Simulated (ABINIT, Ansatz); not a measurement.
# SiTe2 (Fm-3m): zone-centre phonons

Aim: the zone-centre modes of SiTe2 (Fm-3m).

Calculated with ABINIT 10.8.3; DFT LDA, scalar-relativistic, plane waves, HGH norm-conserving pseudopotentials.

This is a report of a sequence of runs, with most program output left out.

The structure was built from a prototype and need not be the compound's stable phase.

### 1. The starting structure

The structure is cubic, space group Fm-3m (No. 225). Conventional cell: a = 6.793 Å, b = 6.793 Å, c = 6.793 Å, α = 90.00°, β = 90.00°, γ = 90.00°. Nearest to Si lie 8 Te at 2.94 Å. Nearest to Te lie 4 Si at 2.94 Å. Farther neighbours and most contacts between anions are not listed.

### 2. Relaxation

The harmonic expansion starts where the forces on the atoms vanish, and stress shifts the frequencies, so cell and atoms are relaxed with tight thresholds.

The starting cell comes from a relaxation made beforehand in Ansatz (LDA, PseudoDojo NC).

Input file relax.abi:

```
# relaxation
ionmov 2
optcell 2
dilatmx 1.08
ntime 40
tolmxf 1.0d-05
tolvrs 1.0d-14
prtwf 0
prtden 0
chksymtnons 0

# basis, mesh and filling
ecut 20.0
ecutsm 0.5
ixc 7
ngkpt 8 8 8
nshiftk 1
shiftk 0.0 0.0 0.0
istwfk *1
occopt 3
tsmear 0.01
nband 14
nstep 100
diemac 1000000.0
prtebands 0
prtgsr 0

# cell and atoms
acell 3*1.0 Angstrom
rprim 
    0.0 3.396575006 3.396575006
    3.396575006 0.0 3.396575006
    3.396575006 3.396575006 0.0
ntypat 2
znucl 14 52
natom 3
typat 1 2 2
xred 
    0.0 0.0 0.0
    0.25 0.25 0.25
    0.75 0.75 0.75
pp_dirpath "./pseudo"
pseudos "Si.hgh, Te.hgh"
```

On the command line:

```
$ OMP_NUM_THREADS=1 mpirun -n 2 abinit relax.abi > relax.log
```

It took 66 s on 2 MPI ranks of Arm Neoverse V2, shared host.

The steps of the relaxation:

```csv
step,energy less that of the first step (eV),largest force (eV/Å),volume (Å³)
1,0.0000,0.0000,78.37
2,-0.0016,0.0000,78.63
3,-0.0054,0.0000,79.95
4,-0.0054,0.0000,79.98
```

```csv
"conventional cell, symmetrised",before,after,change
a (Å),6.793,6.839,+0.7 %
b (Å),6.793,6.839,+0.7 %
c (Å),6.793,6.839,+0.7 %
volume (Å³/atom),26.12,26.66,+2.1 %
```

The relaxed structure:

```xyz
3
Lattice="0.0000 3.4197 3.4197 3.4197 0.0000 3.4197 3.4197 3.4197 0.0000" Properties=species:S:1:pos:R:3 pbc="T T T"
Si    0.0000    0.0000    0.0000
Te    1.7099    1.7099    1.7099
Te    5.1296    5.1296    5.1296
```

Read from the output:

```
volume per atom   : 26.66 Å³
pressure          : 5.34e-4 GPa
gap on the k-mesh : 0 eV
```

The volume changes by +2.1 % from the cell with which this run began.

### 3. Ground state

First-order wavefunctions inherit every error of the ground state, hence the very tight tolvrs. ecutsm is kept as in the relaxation, so that the cell stays at rest. Occupations are smeared.

Input file gs.abi:

```
# ground state
tolvrs 1.0d-16
prtden 1
prtwf 1

# basis, mesh and filling
ecut 20.0
ecutsm 0.5
ixc 7
ngkpt 8 8 8
nshiftk 1
shiftk 0.0 0.0 0.0
istwfk *1
occopt 3
tsmear 0.01
nband 14
nstep 100
diemac 1000000.0
prtebands 0
prtgsr 0

# cell and atoms
acell 3*1.0 Angstrom
rprim 
    0.0 3.419732368 3.419732368
    3.419732368 0.0 3.419732368
    3.419732368 3.419732368 0.0
ntypat 2
znucl 14 52
natom 3
typat 1 2 2
xred 
    0.0 0.0 0.0
    0.25 0.25 0.25
    0.75 0.75 0.75
pp_dirpath "./pseudo"
pseudos "Si.hgh, Te.hgh"
```

On the command line:

```
$ OMP_NUM_THREADS=1 mpirun -n 2 abinit gs.abi > gs.log
```

The job ended after 27 s (2 MPI ranks; 39 s of CPU time).

The cell stands at 5.3e-4 GPa, close enough for phonons.

### 4. Zone-centre response

At q = 0 one unit cell holds all displacements. The response is solved for single atoms along the cell's directions, and symmetry skips those that follow from others. The crystal is treated as a metal, which screens a static field, so no field response is asked.

Input file dfpt_gamma.abi:

```

# common to the responses
getwfk_filepath "gso_WFK"
kptopt 2
nqpt 1
qpt 0.0 0.0 0.0
asr 0
chneut 0

# displacements
rfphon 1
rfatpol 1 3
rfdir 1 1 1
tolvrs 1.0d-10
prtwf 0

# basis, mesh and filling
ecut 20.0
ecutsm 0.5
ixc 7
ngkpt 8 8 8
nshiftk 1
shiftk 0.0 0.0 0.0
istwfk *1
occopt 3
tsmear 0.01
nband 14
nstep 100
diemac 1000000.0
prtebands 0
prtgsr 0

# cell and atoms
acell 3*1.0 Angstrom
rprim 
    0.0 3.419732368 3.419732368
    3.419732368 0.0 3.419732368
    3.419732368 3.419732368 0.0
ntypat 2
znucl 14 52
natom 3
typat 1 2 2
xred 
    0.0 0.0 0.0
    0.25 0.25 0.25
    0.75 0.75 0.75
pp_dirpath "./pseudo"
pseudos "Si.hgh, Te.hgh"
```

On the command line:

```
$ OMP_NUM_THREADS=1 mpirun -n 2 abinit dfpt_gamma.abi > dfpt_gamma.log
```

It took 2.6 min on 2 MPI ranks; 5 min of CPU time.

Read from the output:

```
largest acoustic frequency at the zone centre before the sum rule : 1.07 cm⁻¹
highest optical zone-centre mode (no LO-TO term)                  : 99.08 cm⁻¹
lowest optical zone-centre mode                                   : 95.49 cm⁻¹
```

The acoustic modes at Γ come out as far as 1.1 cm⁻¹ from zero, where they should vanish, a small numerical error.

### 5. Modes with the sum rule

anaddb reads the merged derivatives and imposes the acoustic sum rule.

Input file anaddb.abi:

```
ddb_filepath "gamma_DDB"
output_file "anaddb.abo"
outdata_prefix "anaddb"
asr 1
chneut 1
enunit 2
eivec 1
nph1l 1
qph1l 0.0 0.0 0.0 1.0
```

Input file mrgddb.in:

```
gamma_DDB
merged
2
dfpt_gammao_DDB
gso_DDB
```

On the command line:

```
$ mrgddb < mrgddb.in > mrgddb.log
$ OMP_NUM_THREADS=1 anaddb anaddb.abi > anaddb.log
```

Run time: 0.53 s. Hardware: 1 thread.

Read from the output:

| Property | Result |
| --- | --- |
| lowest optical zone-centre mode | 95.48 cm⁻¹ |

No LO-TO term; unit eigenvectors of the mass-weighted matrix, from anaddb's displacements. Modes at Γ, with each element's share of the kinetic energy:

```csv
mode,frequency (cm⁻¹),symmetry,Si %,Te %
1,0.0,acoustic,10,90
2,0.0,acoustic,10,90
3,0.0,acoustic,10,90
4,95.5,T2g,0,100
5,95.5,T2g,0,100
6,95.5,T2g,0,100
7,99.1,T1u,90,10
8,99.1,T1u,90,10
9,99.1,T1u,90,10
```

Displacements in mode 5 (95.5 cm⁻¹), the largest set to 1:
```
Si1  0.00  0.00  0.00
Te2  0.00 -1.00  0.00
Te3  0.00  1.00  0.00
```

Displacements in mode 8 (99.1 cm⁻¹), the largest set to 1:
```
Si1  0.00 -1.00  0.00
Te2  0.00  0.11  0.00
Te3  0.00  0.11  0.00
```

The rule moves no optical mode by more than 0.1 cm⁻¹.

### 6. The same in Ansatz

The same cell goes through another code, with its own cutoff. The potentials differ.

This step: DFT LDA, scalar-relativistic, plane waves, PseudoDojo norm-conserving pseudopotentials (Ansatz 0.2.0).

Input file input.yaml:

```yaml
crystal:
  lattice:
    - [0.0, 3.4197323684, 3.4197323684]
    - [3.4197323684, 0.0, 3.4197323684]
    - [3.4197323684, 3.4197323684, 0.0]
  atoms:
    - { symbol: Si, position: [0.0, 0.0, 0.0] }
    - { symbol: Te, position: [0.25, 0.25, 0.25] }
    - { symbol: Te, position: [0.75, 0.75, 0.75] }
kpoints:
  mp_grid: { grid: [8, 8, 8] }
hamiltonian:
  xc: lda
  pseudopotentials: { kind: nc, accuracy: standard }
scf:
  occupations: { method: fermi_dirac, width: 0.27211 }
output:
  eigenvalues: true
phonons:
  method: dfpt
```

On the command line:

```
$ ansatz run input.yaml --threads 2 --pin off --max-ram 4096MiB --backend cpu --events-out ev --progress --plain --runs-dir out
```

It took 76 s on 2 threads; peak memory 1.7 GiB.

Read from the output:

```yaml
sum_rule_residual_before_enforcement: 1.37e-4 eV/Å²
highest_optical_zone_centre_mode_no_lo_to_term: 98.55 cm⁻¹
lowest_optical_zone_centre_mode: 93.36 cm⁻¹
```

### 7. The two compared: ABINIT HGH and Ansatz, PseudoDojo

Worked out from the results:

```
root-mean-square difference : 1.55 cm⁻¹
largest difference          : 2.12 cm⁻¹
```

Frequencies side by side, by row:

```csv
q (reciprocal lattice),mode,ABINIT HGH (cm⁻¹),"Ansatz, PseudoDojo (cm⁻¹)"
0 0 0,1,0,0
0 0 0,2,0,0
0 0 0,3,0,0
0 0 0,4,95.48,93.36
0 0 0,5,95.48,93.36
0 0 0,6,95.48,93.36
0 0 0,7,99.08,98.55
0 0 0,8,99.08,98.55
0 0 0,9,99.08,98.55
```

At the zone centre the largest difference (acoustic modes at Γ apart) is 2 % of the highest mode.

### 8. What came out

- space group after relaxation: Fm-3m
- volume per atom: 26.7 Å³
- highest optical zone-centre mode (no LO-TO term): 99.1 cm⁻¹
- lowest optical zone-centre mode: 95.5 cm⁻¹
- imaginary optical modes at the zone centre (no q mesh in this session): none
- largest difference from Ansatz, PseudoDojo: 2.12 cm⁻¹

In words: At the LDA level the optical modes of SiTe2 (Fm-3m) at the zone centre run from 95 to 99 cm⁻¹. ABINIT HGH and Ansatz, PseudoDojo differ by 1.6 cm⁻¹ in the root mean square and by 2.1 cm⁻¹ at most, 2.1 % of the highest mode compared (acoustic modes at Γ left out); the two use different potentials, and the cell was not relaxed for the second set. These are harmonic frequencies: anharmonic shifts and widths and the lattice's thermal expansion are left out. The Fermi-Dirac smearing of 0.01 Ha is an electronic temperature of 3158 K, which adds a pressure of its own and can shift the volume and soft modes. Spin-orbit coupling is left out, which can matter for the heavy elements here. In a metal the frequencies hang on the k mesh and the smearing, most of all near Kohn anomalies. The structure is a hypothetical one, built on a prototype.

[Host names and launcher messages were left out of these logs when they were recorded.]

[Logs are printed without paths, hosts, clocks, repeated set-up lines and the standing remarks that a program may print on its own settings, such as how far it seeks lower states.]

[Hosts, paths, dates, database ids (printed as entryN), source tags and the programs' standing remarks are cut or masked in the printed files.]
